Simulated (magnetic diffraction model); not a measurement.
**Which magnetic order? TmS3N**

Space group P6_3/mcm (no. 193), a = 8.1700 Å, c = 10.8760 Å.

| site | atom | x | y | z |
| --- | --- | --- | --- | --- |
| 2b | Tm | 0 | 0 | 1/2 |
| 4d | Tm | 2/3 | 1/3 | 1/2 |
| 12k | S | 0.3300 | 0.3300 | 0.6148 |
| 6g | S | 0.6460 | 0.6460 | 3/4 |
| 6g | N | 0.4289 | 0.4289 | 3/4 |

This is a made-up structure (elements placed in a structure type, unrelaxed), so the numbers test the method and describe no known phase.

Only Tm is taken to order (form factors of Tm3+); orders and moment sizes are assumed, and not adapted to the symmetry. Radiation: neutrons of λ = 2.0775 Å, 5° to 50°; isotropic B of 0.26 Å² (Tm), 0.41 Å² (S) and 0.66 Å² (N). The intensities are simulated: I ∝ L Σ (|F_N|² + |F_M⊥|²) for unpolarised neutrons, with F_M = 2.695 fm/μB × Σ f(s) S exp(2πi Q·r) exp(−B s²) at Q = H ± k (one set where k and −k are equivalent), only the part normal to Q counting and L = 1/(sin²θ cos θ). For collinear order S is the moment m, which repeats by lattice and centring translations R with the sign exp(−2πi k·R). Form factors are spin-only for 3d ions and dipole or tabulated for f ions, scattering lengths are Sears's of 1992, and absorption is left out. A label names one of the reflections at its angle. The strongest nuclear line in the range is 100, and lines under 0.2 are left out.

Above the ordering temperature:

| 2θ (°) | index | I |
| --- | --- | --- |
| 16.88 | (1 0 0) | 11.5 |
| 22.02 | (0 0 2) | 6.2 |
| 27.88 | (1 0 2) | 9.1 |
| 29.46 | (1 1 0) | 0.4 |
| 31.52 | (1 1 1) | 34.5 |
| 34.15 | (2 0 0) | 22.5 |
| 37.09 | (1 1 2) | 100.0 |
| 41.01 | (2 0 2) | 33.2 |
| 44.92 | (0 0 4) | 15.9 |
| 45.05 | (1 1 3) | 1.0 |
| 45.71 | (2 1 0) | 1.2 |
| 47.16 | (2 1 1) | 11.0 |
| 48.32 | (1 0 4) | 3.4 |

Below it (cell unchanged):

```csv
2θ (°),I
10.96,439.6
16.88,11.5
22.02,6.2
27.88,9.1
29.46,0.4
31.52,204.0
33.30,44.8
34.15,22.5
37.09,100.0
41.01,33.2
44.92,15.9
45.05,110.1
45.71,1.2
47.16,11.0
48.32,3.4
```

**Question.** Find the propagation vector, then choose among these models:
A. collinear moments along [101], 6.9 μB on Tm; signs + at (0, 0, 1/2), − at (0, 0, 0), + at (2/3, 1/3, 1/2), − at (2/3, 1/3, 0), + at (1/3, 2/3, 1/2), − at (1/3, 2/3, 0)
B. collinear moments along [120], 6.9 μB on Tm; signs + at (0, 0, 1/2), − at (0, 0, 0), + at (2/3, 1/3, 1/2), − at (2/3, 1/3, 0), + at (1/3, 2/3, 1/2), − at (1/3, 2/3, 0)
C. collinear moments along [120], 6.9 μB on Tm; signs + at (0, 0, 1/2), − at (0, 0, 0), − at (2/3, 1/3, 1/2), + at (2/3, 1/3, 0), − at (1/3, 2/3, 1/2), + at (1/3, 2/3, 0)
D. collinear moments along [101], 6.9 μB on Tm; signs + at (0, 0, 1/2), − at (0, 0, 0), − at (2/3, 1/3, 1/2), + at (2/3, 1/3, 0), − at (1/3, 2/3, 1/2), + at (1/3, 2/3, 0)

No line moves, and magnetic intensity falls on nuclear lines such as the one at 31.52°; new lines at (0 0 1) and (0 0 3) have whole indices that obey the lattice centring, at places with no nuclear intensity to speak of, so the magnetic cell equals the chemical primitive cell: k = 0.

Magnetic intensity, observed (below minus above) and for each model:

| 2θ (°) | index | observed | A | B | C | D |
| --- | --- | --- | --- | --- | --- | --- |
| 10.96 | (0 0 1) | 439.6 | 158.6 | 439.6 | 48.9 | 17.6 |
| 20.17 | (1 0 1) | <0.2 | <0.2 | <0.2 | 220.2 | 231.9 |
| 31.52 | (1 1 1) | 169.5 | 230.2 | 169.5 | 18.8 | 25.6 |
| 33.30 | (0 0 3) | 44.8 | 16.1 | 44.8 | 5.0 | 1.8 |
| 35.97 | (2 0 1) | <0.2 | <0.2 | <0.2 | 55.5 | 78.5 |
| 37.56 | (1 0 3) | <0.2 | <0.2 | <0.2 | 82.7 | 42.1 |
| 45.05 | (1 1 3) | 109.1 | 78.8 | 109.1 | 12.1 | 8.8 |
| 47.16 | (2 1 1) | <0.2 | <0.2 | <0.2 | 59.5 | 89.3 |

Model B matches.

The structure used: k = (0 0 0), collinear moments along [120], 6.9 μB on Tm; signs + at (0, 0, 1/2), − at (0, 0, 0), + at (2/3, 1/3, 1/2), − at (2/3, 1/3, 0), + at (1/3, 2/3, 1/2), − at (1/3, 2/3, 0).

[Logs are printed without paths, hosts, clocks, repeated set-up lines and the standing remarks that a program may print on its own settings, such as how far it seeks lower states.]
